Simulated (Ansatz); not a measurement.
# Hf2NF2 monolayer: phonons and vibrational spectra

How does Hf2NF2 monolayer vibrate, and is this structure a minimum?

Main program and level: Ansatz 0.2.0; DFT PBEsol, scalar-relativistic, plane waves, PAW; PAW set soft_1.

### 1. Starting point

The cell holds 5 atoms: 1 N, 2 Hf and 2 F. Cell: a = 3.260 Å, b = 3.260 Å, c = 20.000 Å, α = 90.0°, β = 90.0°, γ = 120.0°. Vacuum lies along c.

Coordinates:

```
N Hf F
1.0
     3.26000    0.00000    0.00000
    -1.63000    2.82324    0.00000
     0.00000    0.00000   20.00000
N Hf F
1 2 2
Direct
  0.00000 0.00000 0.50000
  0.33333 0.66667 0.56000
  0.66667 0.33333 0.44000
  0.66667 0.33333 0.61750
  0.33333 0.66667 0.38250
```

### 2. Rough relaxation

A rough relaxation comes first, because large forces or stress need no tight tolerances yet.

The program solves this slab on a cell height of its own, 33.2 Å, in place of the one typed.

Input file input.yaml:

```yaml
crystal:
  lattice:
    - [3.26, 0.0, 0.0]
    - [-1.63, 2.82324, 0.0]
    - [0.0, 0.0, 20.0]
  atoms:
    - { symbol: "N", position: [0.0, 0.0, 0.5] }
    - { symbol: Hf, position: [0.333333, 0.666667, 0.56] }
    - { symbol: Hf, position: [0.666667, 0.333333, 0.44] }
    - { symbol: F, position: [0.666667, 0.333333, 0.6175] }
    - { symbol: F, position: [0.333333, 0.666667, 0.3825] }
  periodic: [true, true, false]
kpoints:
  mp_grid: { grid: [9, 9, 1] }
hamiltonian:
  xc: pbesol
  pseudopotentials: { kind: paw, azcp: { folder: soft_1 }, xc_functional: pbe }
scf:
  occupations: { method: gaussian, width: 0.1 }
output:
  forces: true
  stress: true
  eigenvalues: true
relax:
  adjacent_minimum: "off"
  f_tol: 0.05
  max_steps: 80
  cell: { stress_2d_tol: 0.02 }
```

On the command line:

```
ansatz run input.yaml --threads 4 --pin off --max-ram 16384MiB --backend cpu --events-out ev --progress --plain --runs-dir out
```

Numbers of over 12 decimals in the logs are rounded to 6 here.

What it wrote:

```text
[...]
cell:  # Å, volume = 298.9686 Å³
    - [3.224619, 0.0, 0]
    - [-1.612310, 2.792602, 0]
    - [0, 0, 33.2]
  atoms:
    - { symbol: N, position: [0, 0, 0.301205] }
    - { symbol: Hf, position: [0.333333, 0.666667, 0.335440] }
    - { symbol: Hf, position: [0.666667, 0.333333, 0.266970] }
    - { symbol: F, position: [0.666667, 0.333333, 0.375336] }
    - { symbol: F, position: [0.333333, 0.666667, 0.227073] }
[key lines of the parts left out:]
SCF converged after 7 iterations
Free energy (F): -33183.267303 eV
Fermi energy:    -3.140827 eV
P = ½ c Tr σ = -0.0052 N/m
```

Wall time 45 s (4 threads of Arm Neoverse V1, shared host); peak memory 0.77 GiB; 2.7 min of CPU time.

This run has no spin polarisation although its electron count is odd.

The steps of the relaxation:

```
step  energy less that of the first step (eV)  largest force component (eV/Å)  volume (Å³)
   1                                   0.0000                          2.8927       305.56
   2                                  -0.2737                          1.9885       299.08
   3                                  -0.3719                          0.2732       296.03
   4                                  -0.3821                          0.2029       297.85
   5                                  -0.3766                          0.2769       301.15
   6                                  -0.3833                          0.0201       299.42
  7*                                  -0.3805                          0.0205       299.42
   8                                  -0.3809                          0.0014       298.97
  9*                                  -0.3806                          0.0014       298.97
```

Relaxation steps marked * repeat the geometry before them on a plane-wave basis chosen anew for their cell, so energy and pressure can jump there. Relaxation step 5 was tried and not accepted.

Forces are held to the 12 operations that the run works with; a distortion that breaks them can't arise in this run.

```
cell as run  before  after  change
      a (Å)   3.260  3.225  -1.1 %
      b (Å)   3.260  3.225  -1.1 %
```

The atoms that moved most (Å, along periodic axes as changes of fractional coordinates times the final cell, across vacuum about the mean position):

```
atom     dx     dy      dz  length
  F4  0.000  0.000   0.111   0.111
  F5  0.000  0.000  -0.111   0.111
 Hf2  0.000  0.000  -0.063   0.063
 Hf3  0.000  0.000   0.063   0.063
```

The relaxed structure:

```xyz
5
Lattice="3.2246 0.0000 0.0000 -1.6123 2.7926 0.0000 0.0000 0.0000 33.2000" Properties=species:S:1:pos:R:3
N     0.0000    0.0000   10.0000
Hf    0.0000    1.8617   11.1366
Hf    1.6123    0.9309    8.8634
F     1.6123    0.9309   12.4612
F     0.0000    1.8617    7.5388
```

This step gave:

- gap on the k-mesh: 0 eV
- area per atom: 1.801 Å²

The relaxation ends with a largest force component of 0.0014 eV/Å.

### 3. Bringing the structure to rest

The cell and atoms are relaxed, since residual forces and stress would shift the frequencies.

Input file input.yaml:

```yaml
crystal:
  lattice:
    - [3.2246190786, 0.0, 0.0]
    - [-1.6123095393, 2.7926020396, 0.0]
    - [0.0, 0.0, 33.2]
  atoms:
    - { symbol: "N", position: [0.0, 0.0, 0.3012048193] }
    - { symbol: Hf, position: [0.3333333333, 0.6666666667, 0.3354400808] }
    - { symbol: Hf, position: [0.6666666667, 0.3333333333, 0.2669695577] }
    - { symbol: F, position: [0.6666666667, 0.3333333333, 0.3753361462] }
    - { symbol: F, position: [0.3333333333, 0.6666666667, 0.2270734924] }
  periodic: [true, true, false]
kpoints:
  mp_grid: { grid: [12, 12, 1] }
hamiltonian:
  xc: pbesol
  pseudopotentials: { kind: paw, azcp: { folder: soft_1 }, xc_functional: pbe }
scf:
  occupations: { method: gaussian, width: 0.1 }
output:
  forces: true
  stress: true
  eigenvalues: true
  write_density: true
  write_potential: true
  elf: true
  volumetric_format: npy
relax:
  adjacent_minimum: "off"
  f_tol: 0.005
  max_steps: 80
  cell: { stress_2d_tol: 0.02 }
```

What it wrote:

```text
[...]
Crystal: 5 atoms, lattice volume = 298.969 Å³
Basis set: ecut = 420 eV, 5955 PW (Γ), exchange–correlation on 48×48×450 points (8 copies of the dense FFT grid, shifted against one another)
Bands: 43, of which v1, the nominal top of the filled ones, is band 36 counted from 1 (35 counted from 0)
Symmetry: 12 space group operations
[...]
k-points: 19 of 144
[...]
SCF iter   1: F=—  HF=-33186.817770 eV  |F-HF|=—  |Δ(HF+E_count)|=         —  Δρ=5.18e-2  dr2=1.33e1  ethr=3.10e-3  ⟨swp⟩=12.6  Hψ=5057  notcnv=0  defer=1
[...]
SCF iter  11: F=-33183.271184 eV  HF=-33183.271184 eV  |F-HF|=2.44e-9  |Δ(HF+E_count)|=   2.82e-8  Δρ=2.69e-7  dr2=1.38e-10  ethr=3.96e-12  ⟨swp⟩=22.1  Hψ=11045  notcnv=0
SCF 1 converged in 11 iterations: F = -33183.271184 eV  dr2 = 1.38e-10
[...]
relax step   1: F+E_penalty+E_count = -33183.27118363 eV  Δ(F+E_penalty+E_count) = +0.000e0 eV  max|allowed force component| = 4.987e-2 eV/Å  Δτ_max = 0.0000 Å  P = -0.211 N/m  Ω = 298.969 Å³  fix = [c, alpha, beta]  reactions: c +0.000 N/m  (11 SCF iters, dr2 threshold 1.00e-7 eV, accepted)
Crystal: 5 atoms, lattice volume = 297.504 Å³
Basis set: ecut = 420 eV, 5931 PW (Γ), exchange–correlation on 48×48×450 points (8 copies of the dense FFT grid, shifted against one another)
[...]
SCF iter   6: F=-33183.272140 eV  HF=-33183.272140 eV  |F-HF|=7.09e-8  |Δ(HF+E_count)|=   2.46e-7  Δρ=3.56e-6  dr2=3.21e-8  ethr=2.19e-10  ⟨swp⟩=31.1  Hψ=15114  notcnv=0
SCF 2 converged in 6 iterations: F = -33183.272140 eV  dr2 = 3.21e-8
[...]
relax step   2: F+E_penalty+E_count = -33183.27214049 eV  Δ(F+E_penalty+E_count) = -9.569e-4 eV  max|allowed force component| = 6.865e-2 eV/Å  Δτ_max = 0.0151 Å  P = -0.094 N/m  Ω = 297.504 Å³  energy of the carried Pulay correction = +8.123e-4 eV  fix = [c, alpha, beta]  reactions: c -0.000 N/m  (6 SCF iters, dr2 threshold 1.55e-7 eV, accepted)
Crystal: 5 atoms, lattice volume = 297.986 Å³
[...]
SCF iter   5: F=-33183.272250 eV  HF=-33183.272250 eV  |F-HF|=1.12e-7  |Δ(HF+E_count)|=   2.42e-7  Δρ=4.86e-6  dr2=6.59e-8  ethr=1.00e-12  ⟨swp⟩=14.6  Hψ=18567  notcnv=0
WARN: eigensolver did not converge (k=1): 1 band(s) unlocked after 100 sweeps at occupation × residual norm < 1.00e-8 eV (lowest unlocked band 10, counted from 0, weighed at 2.000 electrons; max residual 1.40e-8 eV among the unlocked bands, 5.03e-7 eV over every band, not weighted by occupation; other slots of this pass that fall short are told together in one closing line; warning suppressed for the rest of this close's residual-converged pass)
SCF 3 converged in 5 iterations: F = -33183.272250 eV  dr2 = 6.59e-8
[...]
relax step   3: F+E_penalty+E_count = -33183.27224966 eV  Δ(F+E_penalty+E_count) = -1.092e-4 eV  max|allowed force component| = 7.026e-3 eV/Å  Δτ_max = 0.0069 Å  P = -0.046 N/m  Ω = 297.986 Å³  energy of the carried Pulay correction = +5.445e-4 eV  fix = [c, alpha, beta]  reactions: c -0.000 N/m  (5 SCF iters, dr2 threshold 2.95e-7 eV, accepted)
[...]
relax step   4: F+E_penalty+E_count = -33183.27227720 eV  Δ(F+E_penalty+E_count) = -2.755e-5 eV  max|allowed force component| = 1.245e-3 eV/Å  Δτ_max = 0.0002 Å  P = -0.014 N/m  Ω = 297.944 Å³  energy of the carried Pulay correction = +5.681e-4 eV  fix = [c, alpha, beta]  reactions: c -0.000 N/m  (5 SCF iters, dr2 threshold 3.08e-9 eV, accepted)
[...]
relax step   5: F+E_penalty+E_count = -33183.27173420 eV  Δ(F+E_penalty+E_count) = +5.430e-4 eV  max|allowed force component| = 1.197e-3 eV/Å  Δτ_max = 0.0000 Å  P = -0.028 N/m  Ω = 297.944 Å³  fix = [c, alpha, beta]  reactions: c -0.000 N/m  stress off target by 2.79e-2 N/m on what of the cell is left free  SCF on the basis re-selected at this cell (its energy is not comparable with the rows above)  (6 SCF iters)
[...]
relax step   6: F+E_penalty+E_count = -33183.27177400 eV  Δ(F+E_penalty+E_count) = -3.979e-5 eV  max|allowed force component| = 4.248e-5 eV/Å  Δτ_max = 0.0003 Å  P = -0.001 N/m  Ω = 297.875 Å³  energy of the carried Pulay correction = +3.801e-5 eV  fix = [c, alpha, beta]  reactions: c -0.000 N/m  (5 SCF iters, dr2 threshold 8.73e-10 eV, accepted)
[...]
SCF iter   7: F=-33183.271721 eV  HF=-33183.271721 eV  |F-HF|=4.66e-10  |Δ(HF+E_count)|=  2.84e-10  Δρ=4.18e-8  dr2=2.11e-12  ethr=1.00e-12  ⟨swp⟩=14.1  Hψ=13919  notcnv=0
SCF 7 converged in 7 iterations: F = -33183.271721 eV  dr2 = 2.11e-12
[...]
relax step   7: F+E_penalty+E_count = -33183.27172096 eV  Δ(F+E_penalty+E_count) = +5.303e-5 eV  max|allowed force component| = 4.178e-5 eV/Å  Δτ_max = 0.0000 Å  P = -0.002 N/m  Ω = 297.875 Å³  fix = [c, alpha, beta]  reactions: c -0.000 N/m  stress off target by 1.97e-3 N/m on what of the cell is left free  SCF on the basis re-selected at this cell (its energy is not comparable with the rows above)  (7 SCF iters)
[...]
WARN: The output density's exchange-correlation potential varies sharply where the density is thin. Do not read a vacuum level from v_tot or v_xc, or from such a field of the output density. On a cell that repeats whose density bears no net charge and no dipole along the vacuum's axis use v_es (v_loc + v_h of the components); under efield.dipole_correction with no amplitude use v_es + v_field, which holds any externa [...]
SCF converged after 7 iterations
Free energy (F): -33183.271721 eV
[...]
Internal energy: -33183.261429 eV  (E = F + TS)
E sigma→0 (E₀):  -33183.266575 eV
Entropy (-TS):   -0.010291 eV (-2.058 meV/atom)
Fermi energy:    -3.149321 eV
[...]
--- Forces (eV/Å), atoms counted from 1 ---
  atom   1  N      0.00000000     0.00000000     0.00000000
  atom   2  Hf     0.00000000     0.00000000     0.00004178
  atom   3  Hf     0.00000000    -0.00000000    -0.00004178
  atom   4  F      0.00000000    -0.00000000    -0.00001424
  atom   5  F      0.00000000     0.00000000     0.00001424
  max |Σ_I F_I| component: 3.70e-17 eV/Å
--- 2D stress c σ (N/m, compression-positive) ---
       -0.001965       0.000000      -0.000000
        0.000000      -0.001965       0.000000
       -0.000000       0.000000      -0.000000
  P = ½ c Tr σ = -0.0020 N/m
--- Band table (eV; the first three rows and the last of 19) ---
  k-point 0: bands = [... 32 lower, -9.0324, -9.0324, -3.7208, -3.7208, -3.1250, -2.7633, -2.2639, -0.8586 (-0.8586°), ... 3 higher]
  k-point 1: bands = [... 32 lower, -9.2144, -9.0673, -4.0664, -3.5563, -2.9121, -2.7179, -1.9268, -1.2979 (-1.2979°), ... 3 higher]
  k-point 2: bands = [... 32 lower, -9.4348, -9.1361, -4.7016, -3.0845, -2.8818, -2.1727, -1.6647, -1.0501 (-1.0501°), ... 3 higher]
  k-point 18: bands = [... 32 lower, -9.8840, -9.2626, -3.3736, -3.2066, -3.2066, -0.7667, 0.1127, 0.1127, ... 3 higher]
  ° read free of the cell's end (the report's vacuum.weakly_bound_levels)
--- Relaxed structure (5 steps of the walk, 5 accepted, 2 SCFs on fresh bases) ---
[...]
cell:  # Å, volume = 297.8753 Å³
    - [3.218717, 0.0, 0]
    - [-1.609359, 2.787491, 0]
    - [0, 0, 33.2]
  atoms:
    - { symbol: N, position: [0, 0, 0.30120481928] }
    - { symbol: Hf, position: [0.333333, 0.666667, 0.335586] }
    - { symbol: Hf, position: [0.666667, 0.333333, 0.266824] }
    - { symbol: F, position: [0.666667, 0.333333, 0.375587] }
    - { symbol: F, position: [0.333333, 0.666667, 0.226823] }
```

The job ended after 60 s (4 threads; peak memory 0.79 GiB).

Step by step:

```
step  energy less that of the first step (eV)  largest force component (eV/Å)  volume (Å³)
   1                                   0.0000                          0.0499       298.97
   2                                  -0.0010                          0.0687       297.50
   3                                  -0.0011                          0.0070       297.99
   4                                  -0.0011                          0.0012       297.94
  5*                                  -0.0006                          0.0012       297.94
   6                                  -0.0006                          0.0000       297.88
  7*                                  -0.0005                          0.0000       297.88
```

Relaxation steps marked * repeat the geometry before them on a plane-wave basis chosen anew for their cell, so energy and pressure can jump there.

The run keeps the 12 symmetry operations that it works with, so distortions that break them were not tested.

```
cell as run  before  after  change
      a (Å)   3.225  3.219  -0.2 %
      b (Å)   3.225  3.219  -0.2 %
```

The relaxed structure:

```cif
data_structure
_symmetry_space_group_name_H-M 'P 1'
_symmetry_Int_Tables_number 1
_cell_length_a 3.2187
_cell_length_b 3.2187
_cell_length_c 33.2000
_cell_angle_alpha 90.000
_cell_angle_beta 90.000
_cell_angle_gamma 120.000
_cell_volume 297.88
loop_
_atom_site_label
_atom_site_type_symbol
_atom_site_fract_x
_atom_site_fract_y
_atom_site_fract_z
_atom_site_occupancy
N1 N 0.00000 0.00000 0.30120 1
Hf2 Hf 0.33333 0.66667 0.33559 1
Hf3 Hf 0.66667 0.33333 0.26682 1
F4 F 0.66667 0.33333 0.37559 1
F5 F 0.33333 0.66667 0.22682 1
```

Numbers from this step:

* area per atom: 1.794 Å²

Electrostatic potential energy in the ac plane at fractional y = 0.333, with atoms of Hf and F within 0.2 Å of it. With pseudopotentials it is smooth inside the atoms' cores, unlike the true potential.

Ten even steps from '_' (-28 eV) to '@' (0 eV), each cell a mean:
```
@@@@@@@@@@@@@@@@@@@@@@@@@@@@@@@@@@
@@@@@@@@@@@@@@@@@@@@@@@@@@@@@@@@@@
@@@@@@@@@@@@@@@@@@@@@@@@@@@@@@@@@@
@@@@@@@@@@@@@@@@@@@@@@@@@@@@@@@@@@
@@@@@@@@@@@@@@@@@@@@@@@@@@@@@@@@@@
@@@@@@@@@@@@@@@@@@@@@@@@@@@@@@@@@@
@@@@@@@@@@@@@@@@@@@@@@@@@@@@@@@@@@
@@@@@@@@@@@@@@@@@@@@@@@@@@@@@@@@@@
@@@@@@@@@@@@@@@@@@@@@@@@@@@@@@@@@@
@@@@@@@@@@@@@@@@@@@@@@@@@@@@@@@@@@
@@@@@@@@@@@@@@@@@@@@@@@@@@@@@@@@@@
@@@@@@@@@@@@@@@@@@@@@@@@@@@@@@@@@@
@@@@@@@@@@@@@@@@@@@@@@@@@@@@@@@@@@
@@@@@@@@@@@@@@@@@@@@@@@@@@@@@@@@@@
@@@@@@@@@@@@@@@@##++========++%%@@
**++======++**##**++++====++++##**
****++++******##**************####
++####%%##**==..________________::
%%%%%%%%%%%%%%####****++++****##%%
@@@@@@@@@@@@@@@@@@@@@@@@@@@@@@@@@@
@@@@@@@@@@@@@@@@@@@@@@@@@@@@@@@@@@
@@@@@@@@@@@@@@@@@@@@@@@@@@@@@@@@@@
@@@@@@@@@@@@@@@@@@@@@@@@@@@@@@@@@@
@@@@@@@@@@@@@@@@@@@@@@@@@@@@@@@@@@
```
Columns run along a (3.2 Å; values clipped at the 3rd and 97th percentile), rows up along c (33.2 Å). Atoms in or near the plane, at fractional coordinates: Hf at (0.67, 0.27), F at (0.67, 0.38).

Valence density in the ac plane at fractional y = 0.333, with atoms of Hf and F within 0.2 Å of it. It is the smooth field of the valence electrons, not physical close to the nuclei.

Values in e/Å³, 24 rows by 14 columns, each cell a mean:
```
 0  0  0  0  0  0  0  0  0  0  0  0  0  0
 0  0  0  0  0  0  0  0  0  0  0  0  0  0
 0  0  0  0  0  0  0  0  0  0  0  0  0  0
 0  0  0  0  0  0  0  0  0  0  0  0  0  0
 0  0  0  0  0  0  0  0  0  0  0  0  0  0
 0  0  0  0  0  0  0  0  0  0  0  0  0  0
 0  0  0  0  0  0  0  0  0  0  0  0  0  0
 0  0  0  0  0  0  0  0  0  0  0  0  0  0
 0  0  0  0  0  0  0  0  0  0  0  0  0  0
 0  0  0  0  0  0  0  0  0  0  0  0  0  0
 0  0  0  0  0  0  0  0  0  0  0  0  0  0
 0  0  0  0  0  0  0  0  0  0  0  0  0  0
 0  0  0  0  0  0  0  0  0  0  0  0  0  0
 0  0  0  0  0  0  0  0  0  0  0  0  0  0
 0  0  0  0  0  0  0  1  3  5  4  2  1  0
 0  0  0  0  0  0  0  1  2  3  2  1  1  0
 0  1  1  1  0  0  0  0  0  0  0  0  0  0
 0  0  0  0  0  1  2  6 16 26 22 11  3  1
 0  0  0  0  0  0  0  0  0  1  0  0  0  0
 0  0  0  0  0  0  0  0  0  0  0  0  0  0
 0  0  0  0  0  0  0  0  0  0  0  0  0  0
 0  0  0  0  0  0  0  0  0  0  0  0  0  0
 0  0  0  0  0  0  0  0  0  0  0  0  0  0
 0  0  0  0  0  0  0  0  0  0  0  0  0  0
```
Columns run along a (3.2 Å), rows up along c (33.2 Å). Atoms in or near the plane, at fractional coordinates: Hf at (0.67, 0.27), F at (0.67, 0.38).

ELF in the ac plane at fractional y = 0.333, with atoms of Hf and F within 0.2 Å of it. It is the smooth field of the valence electrons, not physical close to the nuclei.

Ten even steps from '0' (0.00) to '9' (0.82), each cell a mean:
```
00000000000000000
00000000000000000
00000000000000000
00000000000000000
00000000000000000
00000000000000000
00000000000000000
00000000000000000
00000000000000000
00000000000000000
00000000000000000
00000000000000000
00000000000000000
00000000000000000
20000135788888875
12222212455555532
34444432233333323
22232124799999863
24554321112222111
00111000000000000
00000000000000000
00000000000000000
00000000000000000
00000000000000000
```
Columns run along a (3.2 Å), rows up along c (33.2 Å). Atoms in or near the plane, at fractional coordinates: Hf at (0.67, 0.27), F at (0.67, 0.38).

(Part 1 of 3 ends here.)

[Logs are printed without paths, hosts, clocks, repeated set-up lines and the standing remarks that a program may print on its own settings, such as how far it seeks lower states.]

[Hosts, paths, dates, database ids (printed as entryN), source tags and the programs' standing remarks are cut or masked in the printed files.]
